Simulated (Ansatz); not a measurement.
**CaMgBr4 (model structure): optical spectrum from first principles**

What colour and refractive index does CaMgBr4 (model structure) have at this level of theory? The structure is a model built here, which may or may not match a known phase. It was built so: 1 of the 2 Ca atoms of the cell replaced by Mg in the P4_2/mnm structure of CaBr2.

Program: Ansatz 0.2.0. Level of theory: DFT, PBE, plane-wave PAW, default files, scalar-relativistic, independent-particle optical response without local fields. Results are calculated unless marked as measured.

### 1. The starting structure

The structure is orthorhombic, space group Cmmm (No. 65). Conventional cell: a = 9.264 Å, b = 9.264 Å, c = 4.214 Å, α = 90.00°, β = 90.00°, γ = 90.00°. Nearest to Br lie 2 Ca at 2.79 Å and 1 Mg at 2.80 Å. Br has 2 Mg at 2.79 Å and 1 Ca at 2.80 Å nearest. Nearest to Ca lie 6 Br at 2.79 to 2.80 Å. Mg has 6 Br at 2.79 to 2.80 Å nearest. 1 of the 2 Ca atoms of the cell replaced by Mg in the P4_2/mnm structure of CaBr2. Farther neighbours and most contacts between anions are not listed.

### 2. Relaxation

Spectra hang on bond lengths, so the cell is first brought to its minimum.

This step: DFT, PBE, plane-wave PAW, default files, scalar-relativistic, relaxation (Ansatz 0.2.0).

Input file input.yaml:

```yaml
crystal:
  lattice:
    - [6.55036521, 0.0, 0.0]
    - [0.0, 6.55036521, 0.0]
    - [0.0, 0.0, 4.21404264]
  atoms:
    - { symbol: Br, position: [0.19771902, 0.80228098, 0.5] }
    - { symbol: Br, position: [0.30228098, 0.30228098, 0.0] }
    - { symbol: Br, position: [0.69771902, 0.69771902, 0.0] }
    - { symbol: Br, position: [0.80228098, 0.19771902, 0.5] }
    - { symbol: Ca, position: [0.0, 0.0, 0.0] }
    - { symbol: Mg, position: [0.5, 0.5, 0.5] }
kpoints:
  mp_grid: { grid: [4, 4, 5] }
scf:
  occupations: { method: fermi_dirac, width: 0.05 }
hamiltonian:
  xc: pbe
  pseudopotentials: { kind: paw }
output:
  forces: true
  stress: true
relax:
  f_tol: 0.02
  max_steps: 50
  cell: {}
```

Started as:

```bash
> ansatz run input.yaml --threads 2 --pin off --max-ram 5120MiB --backend cpu --events-out ev --progress --plain --runs-dir out
```

Numbers of over 12 decimals in the logs are rounded to 6 here.

The program printed:

```text
Engine: ansatz 0.2.0, aarch64-unknown-linux-gnu
Pseudopotentials: kind: paw
Pseudopotential: Br, paw, valence charge 7, recommended cutoff 420 eV (normal), Br.paw.azcp
Pseudopotential: Ca, paw, valence charge 10, recommended cutoff 420 eV (normal), Ca.paw.azcp
Pseudopotential: Mg, paw, valence charge 10, recommended cutoff 420 eV (normal), Mg.paw.azcp
Functional definition: PBE
  parameter kappa = 0.804
  parameter beta = 0.066725
  exchange = pbe_x(kappa = kappa, mu = beta*pi^2/3)
  correlation = pbe_c(beta = beta)
Crystal: 6 atoms, lattice volume = 180.813 Å³
Basis set: ecut = 420 eV, 3515 PW (Γ), exchange–correlation on 90×90×60 points (8 copies of the dense FFT grid, shifted against one another)
Bands: 30, of which v1, the nominal top of the filled ones, is band 24 counted from 1 (23 counted from 0)
Symmetry: 8 space group operations
Space group: Cmmm (ITA 65), of the structure as read, at distance tolerance 5.7e-5 Å
k-points: 21 of 80
Non-local potential: Br, projectors of the file, l = 0: 2, l = 1: 2, l = 2: 2
Non-local potential: Ca, projectors of the file, l = 0: 3, l = 1: 2, l = 2: 2
Non-local potential: Mg, projectors of the file, l = 0: 3, l = 1: 2, l = 2: 1
PAW form: soft (Blöchl's): semilocal exchange-correlation on the pseudo side does not see the compensation charge
PAW one-centre angular grid: Br, 110 points (default); XC on 64 Gauss nodes
PAW one-centre angular grid: Ca, 110 points (default); XC on 64 Gauss nodes
PAW one-centre angular grid: Mg, 110 points (default); XC on 64 Gauss nodes
Initial density: superposition of atomic densities (neutral atoms: chi_scale 0, normalization atom), corrected by the library's trained network
Initial wavefunctions: pseudopotential atomic-orbital guess
Functional: x = pbe(κ = 0.804, μ = 0.219515), c = pbe(β = 0.066725)
SCF iter   1: F=—  HF=-14883.571980 eV  |F-HF|=—  |Δ(HF+E_count)|=         —  Δρ=8.21e-4  dr2=4.06e-3  ethr=1.77e-3  ⟨swp⟩=10.7  Hψ=3948  notcnv=0
preconditioner: auto → Resta (q_TF=auto, 2.187 Å⁻¹)  ε∞=3.3  [insulator: Δε(μ)=3.301 eV  Ē_g=10.213 eV  σ=0.050 eV  W_gap=1.00  n_scr=38 (ndim 8)  ℏωp=15.6 eV  f_vac=0.046  D(μ)=0.00/eV (n_scr^D=0)  ε∞_Penn≈3.3]
SCF iter   2: F=—  HF=-14883.573181 eV  |F-HF|=—  |Δ(HF+E_count)|=   1.20e-3  Δρ=4.52e-4  dr2=4.71e-4  ethr=8.45e-6  ⟨swp⟩=3.0  Hψ=1525  notcnv=0  defer=9
SCF iter   3: F=—  HF=-14883.573212 eV  |F-HF|=—  |Δ(HF+E_count)|=   3.17e-5  Δρ=2.32e-4  dr2=1.20e-4  ethr=9.82e-7  ⟨swp⟩=2.7  Hψ=1010  notcnv=0  defer=9
SCF iter   4: F=—  HF=-14883.573278 eV  |F-HF|=—  |Δ(HF+E_count)|=   6.52e-5  Δρ=4.52e-5  dr2=6.83e-6  ethr=2.49e-7  ⟨swp⟩=2.0  Hψ=896  notcnv=0  defer=9
SCF iter   5: F=—  HF=-14883.573206 eV  |F-HF|=—  |Δ(HF+E_count)|=   7.17e-5  Δρ=1.08e-5  dr2=4.07e-7  ethr=1.42e-8  ⟨swp⟩=2.0  Hψ=845  notcnv=0  defer=9
SCF iter   6: F=-14883.573206 eV  HF=-14883.573206 eV  |F-HF|=1.44e-8  |Δ(HF+E_count)|=   2.48e-7  Δρ=2.50e-6  dr2=1.75e-8  ethr=2.08e-10  ⟨swp⟩=5.0  Hψ=2537  notcnv=0
SCF 1 converged in 6 iterations: F = -14883.573206 eV  dr2 = 1.75e-8
  greatest PAW one-centre occupation: 1.000 electrons in one spin orbital (limit 2), on the Mg atom at site 5 (counted from 0), in its partial waves of l = 0
relax step   1: F+E_penalty+E_count = -14883.57320626 eV  Δ(F+E_penalty+E_count) = +0.000e0 eV  max|allowed force component| = 6.031e-1 eV/Å  Δτ_max = 0.0000 Å  P = +1.028 GPa  Ω = 180.813 Å³  (6 SCF iters, dr2 threshold 1.00e-7 eV, accepted)
Crystal: 6 atoms, lattice volume = 186.914 Å³
Basis set: ecut = 420 eV, 3639 PW (Γ), exchange–correlation on 90×90×60 points (8 copies of the dense FFT grid, shifted against one another)
Initial density: handed on by an earlier stage of this run
Initial wavefunctions: those handed on with the density
iter 1 solved again at ethr=2.97e-4 eV; its pass at ethr=3.10e-3 eV (dr2=1.43e-1 eV) is discarded
SCF iter   1: F=—  HF=-14883.727208 eV  |F-HF|=—  |Δ(HF+E_count)|=         —  Δρ=5.35e-3  dr2=1.42e-1  ethr=2.97e-4  ⟨swp⟩=1.6  Hψ=3686  notcnv=0
preconditioner: auto → Resta (q_TF=auto, 2.175 Å⁻¹)  ε∞=3.3  [insulator: Δε(μ)=3.373 eV  Ē_g=10.185 eV  σ=0.050 eV  W_gap=1.00  n_scr=38 (ndim 8)  ℏωp=15.4 eV  f_vac=0.066  D(μ)=0.00/eV (n_scr^D=0)  ε∞_Penn≈3.3]
SCF iter   2: F=—  HF=-14883.692981 eV  |F-HF|=—  |Δ(HF+E_count)|=   3.42e-2  Δρ=2.76e-3  dr2=2.64e-2  ethr=2.95e-4  ⟨swp⟩=3.5  Hψ=1074  notcnv=0  defer=2
SCF iter   3: F=—  HF=-14883.686744 eV  |F-HF|=—  |Δ(HF+E_count)|=   6.24e-3  Δρ=6.86e-4  dr2=1.10e-3  ethr=5.50e-5  ⟨swp⟩=2.9  Hψ=1033  notcnv=0  defer=3
SCF iter   4: F=—  HF=-14883.686742 eV  |F-HF|=—  |Δ(HF+E_count)|=   1.98e-6  Δρ=1.14e-4  dr2=3.10e-5  ethr=2.30e-6  ⟨swp⟩=2.3  Hψ=991  notcnv=0  defer=5
SCF iter   5: F=—  HF=-14883.686633 eV  |F-HF|=—  |Δ(HF+E_count)|=   1.09e-4  Δρ=2.90e-5  dr2=3.47e-6  ethr=6.46e-8  ⟨swp⟩=2.0  Hψ=949  notcnv=0  defer=5
SCF iter   6: F=-14883.686634 eV  HF=-14883.686634 eV  |F-HF|=3.36e-7  |Δ(HF+E_count)|=   7.05e-7  Δρ=8.00e-6  dr2=2.20e-7  ethr=1.25e-9  ⟨swp⟩=5.0  Hψ=2469  notcnv=0
SCF 2 converged in 6 iterations: F = -14883.686634 eV  dr2 = 2.20e-7
relax step   2: F+E_penalty+E_count = -14883.68663413 eV  Δ(F+E_penalty+E_count) = -1.134e-1 eV  max|allowed force component| = 4.074e-1 eV/Å  Δτ_max = 0.1786 Å  P = -0.119 GPa  Ω = 186.914 Å³  energy of the carried Pulay correction = -3.377e-4 eV  (6 SCF iters, dr2 threshold 6.00e-7 eV, accepted)
Crystal: 6 atoms, lattice volume = 186.100 Å³
Basis set: ecut = 420 eV, 3599 PW (Γ), exchange–correlation on 90×90×60 points (8 copies of the dense FFT grid, shifted against one another)
iter 1 solved again at ethr=2.72e-5 eV; its pass at ethr=3.10e-3 eV (dr2=1.31e-2 eV) is discarded
SCF iter   1: F=—  HF=-14883.771638 eV  |F-HF|=—  |Δ(HF+E_count)|=         —  Δρ=2.06e-3  dr2=1.35e-2  ethr=2.72e-5  ⟨swp⟩=2.0  Hψ=3850  notcnv=0
preconditioner: auto → Resta (q_TF=auto, 2.177 Å⁻¹)  ε∞=3.4  [insulator: Δε(μ)=3.310 eV  Ē_g=9.908 eV  σ=0.050 eV  W_gap=1.00  n_scr=38 (ndim 8)  ℏωp=15.4 eV  f_vac=0.056  D(μ)=0.00/eV (n_scr^D=0)  ε∞_Penn≈3.4]
SCF iter   2: F=—  HF=-14883.768791 eV  |F-HF|=—  |Δ(HF+E_count)|=   2.85e-3  Δρ=1.08e-3  dr2=2.71e-3  ethr=2.72e-5  ⟨swp⟩=2.1  Hψ=925  notcnv=0
SCF iter   3: F=—  HF=-14883.768365 eV  |F-HF|=—  |Δ(HF+E_count)|=   4.26e-4  Δρ=2.18e-4  dr2=9.42e-5  ethr=5.65e-6  ⟨swp⟩=2.2  Hψ=995  notcnv=0  defer=1
SCF iter   4: F=—  HF=-14883.768271 eV  |F-HF|=—  |Δ(HF+E_count)|=   9.49e-5  Δρ=4.01e-5  dr2=2.93e-6  ethr=1.96e-7  ⟨swp⟩=2.5  Hψ=990  notcnv=0  defer=1
SCF iter   5: F=-14883.768273 eV  HF=-14883.768273 eV  |F-HF|=1.19e-7  |Δ(HF+E_count)|=   2.63e-6  Δρ=6.57e-6  dr2=1.39e-7  ethr=1.25e-9  ⟨swp⟩=5.1  Hψ=2439  notcnv=0
SCF 3 converged in 5 iterations: F = -14883.768273 eV  dr2 = 1.39e-7
relax step   3: F+E_penalty+E_count = -14883.76827333 eV  Δ(F+E_penalty+E_count) = -8.164e-2 eV  max|allowed force component| = 3.747e-2 eV/Å  Δτ_max = 0.0773 Å  P = -0.191 GPa  Ω = 186.100 Å³  energy of the carried Pulay correction = -2.933e-4 eV  (5 SCF iters, dr2 threshold 6.00e-7 eV, accepted)
[...]
relax step   4: F+E_penalty+E_count = -14883.76985234 eV  Δ(F+E_penalty+E_count) = -1.579e-3 eV  max|allowed force component| = 2.264e-2 eV/Å  Δτ_max = 0.0055 Å  P = -0.060 GPa  Ω = 185.456 Å³  energy of the carried Pulay correction = -2.580e-4 eV  (4 SCF iters, dr2 threshold 3.82e-7 eV, accepted)
[...]
relax step   5: F+E_penalty+E_count = -14883.77058838 eV  Δ(F+E_penalty+E_count) = -7.360e-4 eV  max|allowed force component| = 7.342e-3 eV/Å  Δτ_max = 0.0034 Å  P = +0.039 GPa  Ω = 185.055 Å³  energy of the carried Pulay correction = -2.360e-4 eV  (5 SCF iters, dr2 threshold 9.77e-8 eV, accepted)
[...]
relax step   6: F+E_penalty+E_count = -14883.77078751 eV  Δ(F+E_penalty+E_count) = -1.991e-4 eV  max|allowed force component| = 1.832e-3 eV/Å  Δτ_max = 0.0022 Å  P = +0.011 GPa  Ω = 185.312 Å³  energy of the carried Pulay correction = -2.501e-4 eV  (4 SCF iters, dr2 threshold 2.69e-8 eV, accepted)
Initial wavefunctions: pseudopotential atomic-orbital guess (no wavefunctions were taken with the density)
iter 1 solved again at ethr=3.03e-6 eV; its pass at ethr=3.10e-3 eV (dr2=1.45e-3 eV) is discarded
SCF iter   1: F=—  HF=-14883.771095 eV  |F-HF|=—  |Δ(HF+E_count)|=         —  Δρ=2.94e-5  dr2=1.50e-7  ethr=3.03e-6  ⟨swp⟩=3.4  Hψ=5345  notcnv=0
eigensolver tolerance schedule: the retry pair's looser diagonalisation over-reported the residual by 9676.31 of it (diagonalisation noise at an unbounded share of the residual, at the tolerance the schedule requests for it); recorded, not acted on — ethr = c·dr2/N_el stays at c = 1.0e-1
preconditioner: auto → Resta (q_TF=auto, 2.178 Å⁻¹)  ε∞=3.4  [insulator: Δε(μ)=3.361 eV  Ē_g=10.019 eV  σ=0.050 eV  W_gap=1.00  n_scr=38 (ndim 8)  ℏωp=15.4 eV  f_vac=0.057  D(μ)=0.00/eV (n_scr^D=0)  ε∞_Penn≈3.4]
SCF iter   2: F=—  HF=-14883.771001 eV  |F-HF|=—  |Δ(HF+E_count)|=   9.34e-5  Δρ=1.51e-5  dr2=4.15e-8  ethr=3.13e-10  ⟨swp⟩=3.7  Hψ=1596  notcnv=0
SCF iter   3: F=—  HF=-14883.771011 eV  |F-HF|=—  |Δ(HF+E_count)|=   9.02e-6  Δρ=2.72e-6  dr2=3.00e-9  ethr=8.64e-11  ⟨swp⟩=2.0  Hψ=1042  notcnv=0
SCF iter   4: F=—  HF=-14883.771011 eV  |F-HF|=—  |Δ(HF+E_count)|=   2.36e-7  Δρ=6.05e-7  dr2=6.09e-10  ethr=6.24e-12  ⟨swp⟩=2.0  Hψ=896  notcnv=0
SCF iter   5: F=-14883.771011 eV  HF=-14883.771011 eV  |F-HF|=9.82e-11  |Δ(HF+E_count)|=   2.96e-9  Δρ=1.04e-7  dr2=2.88e-11  ethr=1.00e-12  ⟨swp⟩=4.0  Hψ=2903  notcnv=0
SCF 7 converged in 5 iterations: F = -14883.771011 eV  dr2 = 2.88e-11
relax step   7: F+E_penalty+E_count = -14883.77101074 eV  Δ(F+E_penalty+E_count) = -2.232e-4 eV  max|allowed force component| = 1.809e-3 eV/Å  Δτ_max = 0.0000 Å  P = +0.010 GPa  Ω = 185.312 Å³  stress off target by 1.78e-2 GPa  SCF on the basis re-selected at this cell (its energy is not comparable with the rows above)  (5 SCF iters)
basis re-selected at this cell: Δ(F+E_penalty+E_count) = -2.232e-4 eV, ΔP = -0.001 GPa vs the last step (what re-selecting the basis moved, of the pressure what is left beyond the Pulay correction that the steps carried, after the strain that the cell walked since its last selection, with what the two solves' SCF thresholds leave and, on support functions, any second-order correction that the steps lacked; it is no m [...]
SCF converged after 5 iterations
Free energy (F): -14883.771011 eV
Harris-Foulkes:  -14883.771011 eV  (|F-HF|=9.82e-11)
Internal energy: -14883.771011 eV  (E = F + TS)
E sigma→0 (E₀):  -14883.771011 eV
Fermi energy:    4.015476 eV
--- Per-component energies (eV) ---
  E_band       = -635.894703
  E_kinetic    = 888.523731
  E_local      = -3732.927077  (includes V_loc(G=0)·N_el)
  E_nonlocal   = 439.816568
  E_hartree    = 1266.874135
  E_xc         = -1225.763643
  E_vxc        = -624.680522  (∫ρ·V_xc dr)
  E_paw        = -10137.844960  (= ΣΔE_a)
  E_vpaw       = -140.375776  (= ΣTr[D̂ρ^β])
  E_aug_tail   = -0.000014  (compensation charges beyond the density's cutoff)
  E_ewald      = -2382.449750
  E_smearing   = -0.000000  (= −TS)
  E_closure    = 0.000000  (closes the sum)
  Σ components = -14883.771011   (vs F -14883.771011, Δ=0.00e0)
--- Forces (eV/Å), atoms counted from 1 ---
  atom   1  Br    -0.00180939     0.00180939     0.00000000
  atom   2  Br     0.00056711     0.00056711     0.00000000
  atom   3  Br    -0.00056711    -0.00056711     0.00000000
  atom   4  Br     0.00180939    -0.00180939     0.00000000
  atom   5  Ca     0.00000000    -0.00000000     0.00000000
  atom   6  Mg     0.00000000     0.00000000     0.00000000
  max |Σ_I F_I| component: 2.60e-18 eV/Å
--- Stress (GPa, compression-positive) ---
        0.012652       0.005190       0.000000
        0.005190       0.012652       0.000000
        0.000000       0.000000       0.004518
  P = ⅓ Tr σ = 0.0099 GPa (0.099 kbar)
--- Relaxed structure (6 steps of the walk, 6 accepted, 1 SCFs on fresh bases) ---
  F+E_penalty+E_count = -14883.77101074 eV   max|allowed force component| = 1.809e-3 eV/Å   (the final SCF, on the basis selected at the relaxed cell)
  cell:  # Å, volume = 185.3116 Å³
    - [6.676794, 0.011082, 0]
    - [0.011082, 6.676794, 0]
    - [0, 0, 4.156884]
  atoms:
    - { symbol: Br, position: [0.209887, 0.790113, 0.500000] }
    - { symbol: Br, position: [0.313376, 0.313376, 0] }
    - { symbol: Br, position: [0.686624, 0.686624, 0] }
    - { symbol: Br, position: [0.790113, 0.209887, 0.500000] }
    - { symbol: Ca, position: [-5.241397646494617e-19, -2.4634568938524746e-18, 0] }
    - { symbol: Mg, position: [0.500000, 0.500000, 0.500000] }
```

The job ended after 36 s (2 threads of Arm Neoverse N1, shared host; peak memory 0.46 GiB; 70 s of CPU time).

Relaxation path:

```
step  energy less that of the first step (eV)  largest force component (eV/Å)  pressure (GPa)  volume (Å³)
   1                                   0.0000                          0.6031            1.03       180.81
   2                                  -0.1134                          0.4074           -0.12       186.91
   3                                  -0.1951                          0.0375           -0.19       186.10
   4                                  -0.1966                          0.0226           -0.06       185.46
   5                                  -0.1974                          0.0073            0.04       185.06
   6                                  -0.1976                          0.0018            0.01       185.31
  7*                                  -0.1978                          0.0018            0.01       185.31
```

Relaxation steps marked * repeat the geometry before them on a plane-wave basis chosen anew for their cell, so energy and pressure can jump there.

The run keeps the 8 symmetry operations that it works with, so distortions that break them were not tested.

```
conventional cell, symmetrised  before  after  change
                         a (Å)   9.264  9.427  +1.8 %
                         b (Å)   9.264  9.458  +2.1 %
                         c (Å)   4.214  4.157  -1.4 %
              volume (Å³/atom)   30.14  30.89  +2.5 %
```

The atoms that moved most (Å, as changes of fractional coordinates times the final cell):

```
atom      dx      dy     dz  length
 Br1   0.081  -0.081  0.000   0.115
 Br4  -0.081   0.081  0.000   0.115
 Br3  -0.074  -0.074  0.000   0.105
 Br2   0.074   0.074  0.000   0.105
```

The relaxation ends with a largest force component of 0.0018 eV/Å and a pressure of 0.01 GPa.

(Part 1 of 3 ends here.)

[Logs are printed without paths, hosts, clocks, repeated set-up lines and the standing remarks that a program may print on its own settings, such as how far it seeks lower states.]

[Hosts, paths, dates, database ids (printed as entryN), source tags and the programs' standing remarks are cut or masked in the printed files.]
